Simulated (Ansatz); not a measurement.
# Cl on Zr(0001): change of the work function, part 2 of 4

How does Cl on the fcc site change the work function of Zr(0001) as the layer fills?

Ansatz 0.2.0; plane-wave DFT, PBE, Ansatz PAW.

So far, work function, upper face (eV): step 2 (the clean slab) 4.17.

## 3. Adsorbate added, k-mesh 4×4×1, coverage 0.111 ML

System of this step: Cl/Zr(0001). The cell holds 37 atoms: 36 Zr and 1 Cl. Cell: a = 9.690 Å, b = 9.690 Å, c = 27.844 Å, α = 90.0°, β = 90.0°, γ = 60.0°. Vacuum lies along c.

The clean slab as it ended is repeated in the plane and the adsorbate is set on one face; the cell's size fixes the coverage, and the k-mesh shrinks with it to keep the sampling density about even. Adsorbate and upper layers relax, since the dipole depends on the height.

input.yaml

```yaml
crystal:
  lattice:
    - [9.69, 0.0, 0.0]
    - [4.845, 8.3917861626, 0.0]
    - [0.0, 0.0, 27.8439072714]
  atoms:
    - { symbol: Zr, position: [0.2222222222, 0.2222222222, 0.3232304975] }
    - { symbol: Zr, position: [0.0, 0.0, 0.4156275514] }
    - { symbol: Zr, position: [0.2222222222, 0.2222222222, 0.5116005758] }
    - { symbol: Zr, position: [0.0, 0.0, 0.5992195745] }
    - { symbol: Zr, position: [0.2222222222, 0.5555555556, 0.3232304975] }
    - { symbol: Zr, position: [0.0, 0.3333333333, 0.4156275514] }
    - { symbol: Zr, position: [0.2222222222, 0.5555555556, 0.5116005758] }
    - { symbol: Zr, position: [0.0, 0.3333333333, 0.5992195745] }
    - { symbol: Zr, position: [0.2222222222, 0.8888888889, 0.3232304975] }
    - { symbol: Zr, position: [0.0, 0.6666666667, 0.4156275514] }
    - { symbol: Zr, position: [0.2222222222, 0.8888888889, 0.5116005758] }
    - { symbol: Zr, position: [0.0, 0.6666666667, 0.5992195745] }
    - { symbol: Zr, position: [0.5555555556, 0.2222222222, 0.3232304975] }
    - { symbol: Zr, position: [0.3333333333, 0.0, 0.4156275514] }
    - { symbol: Zr, position: [0.5555555556, 0.2222222222, 0.5116005758] }
    - { symbol: Zr, position: [0.3333333333, 0.0, 0.5992195745] }
    - { symbol: Zr, position: [0.5555555556, 0.5555555556, 0.3232304975] }
    - { symbol: Zr, position: [0.3333333333, 0.3333333333, 0.4156275514] }
    - { symbol: Zr, position: [0.5555555556, 0.5555555556, 0.5116005758] }
    - { symbol: Zr, position: [0.3333333333, 0.3333333333, 0.5992195745] }
    - { symbol: Zr, position: [0.5555555556, 0.8888888889, 0.3232304975] }
    - { symbol: Zr, position: [0.3333333333, 0.6666666667, 0.4156275514] }
    - { symbol: Zr, position: [0.5555555556, 0.8888888889, 0.5116005758] }
    - { symbol: Zr, position: [0.3333333333, 0.6666666667, 0.5992195745] }
    - { symbol: Zr, position: [0.8888888889, 0.2222222222, 0.3232304975] }
    - { symbol: Zr, position: [0.6666666667, 0.0, 0.4156275514] }
    - { symbol: Zr, position: [0.8888888889, 0.2222222222, 0.5116005758] }
    - { symbol: Zr, position: [0.6666666667, 0.0, 0.5992195745] }
    - { symbol: Zr, position: [0.8888888889, 0.5555555556, 0.3232304975] }
    - { symbol: Zr, position: [0.6666666667, 0.3333333333, 0.4156275514] }
    - { symbol: Zr, position: [0.8888888889, 0.5555555556, 0.5116005758] }
    - { symbol: Zr, position: [0.6666666667, 0.3333333333, 0.5992195745] }
    - { symbol: Zr, position: [0.8888888889, 0.8888888889, 0.3232304975] }
    - { symbol: Zr, position: [0.6666666667, 0.6666666667, 0.4156275514] }
    - { symbol: Zr, position: [0.8888888889, 0.8888888889, 0.5116005758] }
    - { symbol: Zr, position: [0.6666666667, 0.6666666667, 0.5992195745] }
    - { symbol: Cl, position: [0.1111111111, 0.1111111111, 0.6767695025] }
kpoints:
  mp_grid: { grid: [4, 4, 1] }
hamiltonian:
  xc: pbe
scf:
  occupations: { method: fermi_dirac, width: 0.1 }
  convergence: { dr2_threshold: 1.0e-08 }
efield:
  axis: 3
  dipole_correction: true
  ramp_position: 0.97
  ramp_width: 0.06
relax:
  f_tol: 0.02
  max_steps: 60
  constraints:
    - { sites: [0, 1, 4, 5, 8, 9, 12, 13, 16, 17, 20, 21, 24, 25, 28, 29, 32, 33] }
output:
  write_potential: true
  write_density: true
  volumetric_format: npy
```

The run is started by

```sh
$ ansatz run input.yaml --threads 4 --pin off --max-ram 16384MiB --backend cpu --events-out ev --progress --plain --runs-dir out
```

Numbers of over 12 decimals in the logs are rounded to 6 here.

The log of the run:

```text
[...]
Crystal: 37 atoms, lattice volume = 2264.167 Å³
Basis set: ecut = 420 eV, 44313 PW (Γ), exchange–correlation on 144×144×384 points (8 copies of the dense FFT grid, shifted against one another)
Bands: 264, of which v1, the nominal top of the filled ones, is band 220 counted from 1 (219 counted from 0)
Symmetry: 6 space group operations
[...]
k-points: 4 of 16 (time reversal used)
[...]
SCF iter   1: F=—  HF=-151685.128990 eV  |F-HF|=—  |Δ(HF+E_count)|=         —  Δρ=5.13e-3  dr2=8.57e0  ethr=1.77e-3  p=-0.018 e·Å  D=-1.46e-3 V/Å  ΔV_dip=0.04 eV  dr2_dipole=9.76e-1  V_vac-E_F(+/−)=4.13/4.09 eV  ⟨swp⟩=10.0  Hψ=5133  notcnv=0
[...]
SCF iter  10: F=-151684.942029 eV  HF=-151684.942029 eV  |F-HF|=4.13e-9  |Δ(HF+E_count)|=   7.68e-8  Δρ=2.35e-7  dr2=3.50e-9  ethr=2.28e-12  p=-0.030 e·Å  D=-2.39e-3 V/Å  ΔV_dip=0.07 eV  dr2_dipole=4.07e-11  V_vac-E_F(+/−)=4.24/4.18 eV  ⟨swp⟩=12.0  Hψ=9126  notcnv=0
SCF 1 converged in 10 iterations: F = -151684.942029 eV  dr2 = 3.50e-9
[...]
relax step   1: F+E_penalty+E_count = -151684.94202937 eV  Δ(F+E_penalty+E_count) = +0.000e0 eV  max|allowed force component| = 1.175e0 eV/Å  Δτ_max = 0.0000 Å  (10 SCF iters, accepted)
[...]
SCF iter  10: F=-151685.191650 eV  HF=-151685.191650 eV  |F-HF|=1.11e-8  |Δ(HF+E_count)|=   7.65e-8  Δρ=2.52e-7  dr2=2.54e-9  ethr=2.28e-12  p=0.021 e·Å  D=1.65e-3 V/Å  ΔV_dip=-0.05 eV  dr2_dipole=9.16e-11  V_vac-E_F(+/−)=4.13/4.18 eV  ⟨swp⟩=14.2  Hψ=9590  notcnv=0
SCF 2 converged in 10 iterations: F = -151685.191650 eV  dr2 = 2.54e-9
[...]
relax step   2: F+E_penalty+E_count = -151685.19165029 eV  Δ(F+E_penalty+E_count) = -2.496e-1 eV  max|allowed force component| = 2.971e-1 eV/Å  Δτ_max = 0.1947 Å  (10 SCF iters, accepted)
SCF iter   1: F=—  HF=-151685.265722 eV  |F-HF|=—  |Δ(HF+E_count)|=         —  Δρ=1.53e-3  dr2=3.31e-1  ethr=1.12e-3  p=0.021 e·Å  D=1.65e-3 V/Å  ΔV_dip=-0.05 eV  dr2_dipole=1.34e-2  V_vac-E_F(+/−)=4.13/4.18 eV  ⟨swp⟩=3.2  Hψ=1792  notcnv=0
[...]
SCF iter   9: F=-151685.240800 eV  HF=-151685.240800 eV  |F-HF|=1.72e-8  |Δ(HF+E_count)|=   6.16e-8  Δρ=3.67e-7  dr2=6.82e-9  ethr=2.28e-12  p=0.034 e·Å  D=2.71e-3 V/Å  ΔV_dip=-0.08 eV  dr2_dipole=1.29e-12  V_vac-E_F(+/−)=4.10/4.18 eV  ⟨swp⟩=9.8  Hψ=9211  notcnv=0
SCF 3 converged in 9 iterations: F = -151685.240800 eV  dr2 = 6.82e-9
relax step   3: F+E_penalty+E_count = -151685.24080047 eV  Δ(F+E_penalty+E_count) = -4.915e-2 eV  max|allowed force component| = 9.370e-2 eV/Å  Δτ_max = 0.1255 Å  (9 SCF iters, accepted)
[...]
relax step   4: F+E_penalty+E_count = -151685.24359139 eV  Δ(F+E_penalty+E_count) = -2.791e-3 eV  max|allowed force component| = 3.207e-2 eV/Å  Δτ_max = 0.0072 Å  (7 SCF iters, accepted)
SCF iter   1: F=—  HF=-151685.248590 eV  |F-HF|=—  |Δ(HF+E_count)|=         —  Δρ=5.75e-4  dr2=9.50e-2  ethr=6.03e-5  p=0.032 e·Å  D=2.56e-3 V/Å  ΔV_dip=-0.07 eV  dr2_dipole=1.39e-2  V_vac-E_F(+/−)=4.11/4.18 eV  ⟨swp⟩=2.2  Hψ=1707  notcnv=0
[...]
SCF iter   8: F=-151685.244777 eV  HF=-151685.244777 eV  |F-HF|=1.29e-8  |Δ(HF+E_count)|=   2.84e-8  Δρ=3.50e-7  dr2=9.20e-9  ethr=2.28e-12  p=0.032 e·Å  D=2.56e-3 V/Å  ΔV_dip=-0.07 eV  dr2_dipole=9.91e-11  V_vac-E_F(+/−)=4.11/4.18 eV  ⟨swp⟩=11.2  Hψ=8096  notcnv=0
SCF 5 converged in 8 iterations: F = -151685.244777 eV  dr2 = 9.20e-9
relax step   5: F+E_penalty+E_count = -151685.24477698 eV  Δ(F+E_penalty+E_count) = -1.186e-3 eV  max|allowed force component| = 1.417e-2 eV/Å  Δτ_max = 0.0121 Å  (8 SCF iters, accepted)
NSCF: frozen V_eff on 4 k-points
the search or the solves at the SCF's close seem to have found levels that the self-consistency loop had missed (the run counts 1). By its estimate they hold 8.63e-7 electrons. The energies and the density leave them out; if the run goes on with those levels, later outputs use occupations computed again with them
SCF converged after 8 iterations
Free energy (F): -151685.244777 eV
[...]
Internal energy: -151683.300048 eV  (E = F + TS)
E sigma→0 (E₀):  -151684.272413 eV
Entropy (-TS):   -1.944729 eV (-52.560 meV/atom)
Fermi energy:    2.768034 eV
Dipole field:    D = 0.002561 V/Å  (p = 0.032040 e·Å, saw-weighted, corrected)
Work function:   Φ+ = 4.1076 eV   Φ− = 4.1789 eV
[...]
--- Forces (eV/Å), atoms counted from 1 ---
  atom   1  Zr     0.01097131     0.00633429     0.46717278
  atom   2  Zr     0.01951166     0.01126506    -0.37140603
  atom   3  Zr    -0.01227281    -0.00708571    -0.00208651
  atom   4  Zr     0.00464351     0.00268093    -0.00603580
  atom   5  Zr    -0.00681063     0.00393212     0.45185435
  atom   6  Zr     0.00000000    -0.02253013    -0.37140603
  atom   7  Zr     0.00926297    -0.00534798    -0.01050702
  atom   8  Zr    -0.00000000    -0.00536186    -0.00603580
  atom   9  Zr     0.00000000    -0.01266858     0.46717278
  atom  10  Zr     0.01299902    -0.00750499    -0.54780972
  atom  11  Zr    -0.00000000     0.01417141    -0.00208651
  atom  12  Zr    -0.00431097     0.00248894     0.00061585
  atom  13  Zr    -0.00000000    -0.00786423     0.45185435
  atom  14  Zr    -0.01951166     0.01126506    -0.37140603
  atom  15  Zr     0.00000000     0.01069596    -0.01050702
  atom  16  Zr    -0.00464351     0.00268093    -0.00603580
  atom  17  Zr     0.00681063     0.00393212     0.45185435
  atom  18  Zr    -0.02620712    -0.01513069    -0.40344533
  atom  19  Zr    -0.00926297    -0.00534798    -0.01050702
  atom  20  Zr     0.00262530     0.00151572     0.00318805
  atom  21  Zr    -0.00969224     0.00559582     0.43021412
  atom  22  Zr     0.00000000     0.03026137    -0.40344533
  atom  23  Zr     0.00213681    -0.00123369    -0.01396420
  atom  24  Zr     0.00000000    -0.00303144     0.00318805
  atom  25  Zr    -0.01097131     0.00633429     0.46717278
  atom  26  Zr    -0.00000000     0.01500998    -0.54780972
  atom  27  Zr     0.01227281    -0.00708571    -0.00208651
  atom  28  Zr     0.00000000    -0.00497788     0.00061585
  atom  29  Zr    -0.00000000    -0.01119164     0.43021412
  atom  30  Zr     0.02620712    -0.01513069    -0.40344533
  atom  31  Zr    -0.00000000     0.00246737    -0.01396420
  atom  32  Zr    -0.00262530     0.00151572     0.00318805
  atom  33  Zr     0.00969224     0.00559582     0.43021412
  atom  34  Zr    -0.01299902    -0.00750499    -0.54780972
  atom  35  Zr    -0.00213681    -0.00123369    -0.01396420
  atom  36  Zr     0.00431097     0.00248894     0.00061585
  atom  37  Cl    -0.00000000     0.00000000     0.00669699
  max |Σ_I F_I| component: 6.86e-5 eV/Å
--- Band table (eV) ---
  k-point 0: bands = [... 216 lower, 2.8318, 2.8389, 2.8389, 2.8454, 2.8797, 2.8821, 2.8821, 2.8868, ... 40 higher]
  k-point 1: bands = [... 216 lower, 2.6719, 2.7305, 2.7549, 2.7673, 2.7982, 2.8333, 2.8991, 2.9689, ... 40 higher]
  k-point 2: bands = [... 216 lower, 2.6695, 2.6717, 2.7378, 2.7917, 2.7918, 2.8161, 2.8179, 2.8649, ... 40 higher]
  k-point 3: bands = [... 216 lower, 2.6032, 2.6608, 2.6991, 2.7278, 2.7738, 2.7963, 2.8034, 2.8323, ... 40 higher]
--- Relaxed structure (5 steps of the walk, 5 accepted, 0 SCFs on fresh bases) ---
  F+E_penalty+E_count = -151685.24477698 eV   max|allowed force component| = 1.417e-2 eV/Å
  atoms:
    - { symbol: Zr, position: [0.222222, 0.222222, 0.323230] }
    - { symbol: Zr, position: [1.1111101403313757e-11, 1.1111101403313758e-11, 0.4156275514] }
    - { symbol: Zr, position: [0.221439, 0.221439, 0.513629] }
    - { symbol: Zr, position: [-0.00604678, -0.00604678, 0.600680] }
    - { symbol: Zr, position: [0.222222, 0.555556, 0.323230] }
    - { symbol: Zr, position: [1.1111112030448567e-11, 0.333333, 0.4156275514] }
    - { symbol: Zr, position: [0.220005, 0.556664, 0.511194] }
    - { symbol: Zr, position: [-0.00604678, 0.345427, 0.600680] }
    - { symbol: Zr, position: [0.222222, 0.888889, 0.323230] }
    - { symbol: Zr, position: [-2.2222224060897133e-11, 0.666667, 0.4156275514] }
    - { symbol: Zr, position: [0.221439, 0.890456, 0.513629] }
    - { symbol: Zr, position: [-0.00202408, 0.667679, 0.598886] }
    - { symbol: Zr, position: [0.555556, 0.222222, 0.323230] }
    - { symbol: Zr, position: [0.333333, 1.1111101403313758e-11, 0.4156275514] }
    - { symbol: Zr, position: [0.556664, 0.220005, 0.511194] }
    - { symbol: Zr, position: [0.345427, -0.00604678, 0.600680] }
    - { symbol: Zr, position: [0.555556, 0.555556, 0.323230] }
    - { symbol: Zr, position: [0.333333, 0.333333, 0.4156275514] }
    - { symbol: Zr, position: [0.556664, 0.556664, 0.511194] }
    - { symbol: Zr, position: [0.336281, 0.336281, 0.599200] }
    - { symbol: Zr, position: [0.555556, 0.888889, 0.323230] }
    - { symbol: Zr, position: [0.333333, 0.666667, 0.4156275514] }
    - { symbol: Zr, position: [0.556596, 0.888368, 0.510079] }
    - { symbol: Zr, position: [0.336281, 0.660772, 0.599200] }
    - { symbol: Zr, position: [0.888889, 0.222222, 0.323230] }
    - { symbol: Zr, position: [0.666667, -2.2222234688031943e-11, 0.4156275514] }
    - { symbol: Zr, position: [0.890456, 0.221439, 0.513629] }
    - { symbol: Zr, position: [0.667679, -0.00202408, 0.598886] }
    - { symbol: Zr, position: [0.888889, 0.555556, 0.323230] }
    - { symbol: Zr, position: [0.666667, 0.333333, 0.4156275514] }
    - { symbol: Zr, position: [0.888368, 0.556596, 0.510079] }
    - { symbol: Zr, position: [0.660772, 0.336281, 0.599200] }
    - { symbol: Zr, position: [0.888889, 0.888889, 0.323230] }
    - { symbol: Zr, position: [0.666667, 0.666667, 0.4156275514] }
    - { symbol: Zr, position: [0.888368, 0.888368, 0.510079] }
    - { symbol: Zr, position: [0.667679, 0.667679, 0.598886] }
    - { symbol: Cl, position: [0.111111, 0.111111, 0.665343] }
```

Elapsed: 11 min, on 4 threads of Arm Neoverse V1, shared host; peak memory 9.6 GiB; 33 min of CPU time.

This run has no spin polarisation although its electron count is odd.

Step by step:

```
step  energy less that of the first step (eV)  largest force component (eV/Å)
   1                                   0.0000                          1.1755
   2                                  -0.2496                          0.2971
   3                                  -0.2988                          0.0937
   4                                  -0.3016                          0.0321
   5                                  -0.3027                          0.0142
```

Forces are held to the 6 operations that the run works with; a distortion that breaks them can't arise in this run.

The atoms that moved most (Å):

```
atom      dx      dy      dz  length
Cl37   0.000   0.000  -0.318   0.318
 Zr4  -0.088  -0.051   0.041   0.109
Zr16   0.088  -0.051   0.041   0.109
 Zr8   0.000   0.101   0.041   0.109
Zr11   0.000   0.013   0.056   0.058
Zr27   0.011  -0.007   0.056   0.058
 Zr3  -0.011  -0.007   0.056   0.058
Zr24   0.000  -0.049  -0.001   0.049
```

The relaxed structure:

```xyz
37
Lattice="9.6900 0.0000 0.0000 4.8450 8.3918 0.0000 0.0000 0.0000 27.8439" Properties=species:S:1:pos:R:3
Zr    3.2300    1.8648    9.0000
Zr    0.0000    0.0000   11.5727
Zr    3.2186    1.8583   14.3014
Zr   -0.0879   -0.0507   16.7253
Zr    4.8450    4.6621    9.0000
Zr    1.6150    2.7973   11.5727
Zr    4.8289    4.6714   14.2336
Zr    1.6150    2.8987   16.7253
Zr    6.4600    7.4594    9.0000
Zr    3.2300    5.5945   11.5727
Zr    6.4600    7.4725   14.3014
Zr    3.2153    5.6030   16.6753
Zr    6.4600    1.8648    9.0000
Zr    3.2300    0.0000   11.5727
Zr    6.4600    1.8462   14.2336
Zr    3.3179   -0.0507   16.7253
Zr    8.0750    4.6621    9.0000
Zr    4.8450    2.7973   11.5727
Zr    8.0911    4.6714   14.2336
Zr    4.8878    2.8220   16.6841
Zr    9.6900    7.4594    9.0000
Zr    6.4600    5.5945   11.5727
Zr    9.6976    7.4550   14.2026
Zr    6.4600    5.5451   16.6841
Zr    9.6900    1.8648    9.0000
Zr    6.4600    0.0000   11.5727
Zr    9.7014    1.8583   14.3014
Zr    6.4600   -0.0170   16.6753
Zr   11.3050    4.6621    9.0000
Zr    8.0750    2.7973   11.5727
Zr   11.3050    4.6708   14.2026
Zr    8.0322    2.8220   16.6841
Zr   12.9200    7.4594    9.0000
Zr    9.6900    5.5945   11.5727
Zr   12.9124    7.4550   14.2026
Zr    9.7047    5.6030   16.6753
Cl    1.6150    0.9324   18.5257
```

This step gave:

| Quantity | Value |
| --- | --- |
| energy at zero smearing | -151684.2724 eV |
| work function, upper face | 4.108 eV |
| work function, lower face | 4.179 eV |
| dipole along the normal | 0.03204 e·Å |
| step between the vacuum levels | -0.07130 eV |

Running mean over 2.573 Å of the planar mean; the ramp of the sawtooth is left out. Table of electron's electrostatic potential energy less the Fermi level by z:

```csv
z (Å),electron's electrostatic potential energy less the Fermi level (eV)
4,4.18
5,4.15
6,3.92
7,2.13
8,-5.13
9,-8.45
10,-8.32
11,-8.29
12,-8.16
13,-7.60
14,-8.23
15,-8.94
16,-8.99
17,-8.40
18,-3.31
19,2.37
20,3.73
21,4.08
22,4.11
23,4.11
24,4.11
```

The relaxation took 5 steps and lowered the energy by 0.30 eV; the largest force on the free atoms ends at 0.014 eV/Å.

The covered face has 4.11 eV, -0.06 eV against the clean one; the bare back face has moved by -0.00 eV, a measure of how thin the slab is.

[end of part 2 of 4]

[Logs are printed without paths, hosts, clocks, repeated set-up lines and the standing remarks that a program may print on its own settings, such as how far it seeks lower states.]

[Hosts, paths, dates, database ids (printed as entryN), source tags and the programs' standing remarks are cut or masked in the printed files.]

[Maps of the electrostatic potential energy from Ansatz leave out the sawtooth potential of an applied field or a dipole correction, so their vacuum need not be flat; planar profiles and work functions include it.]
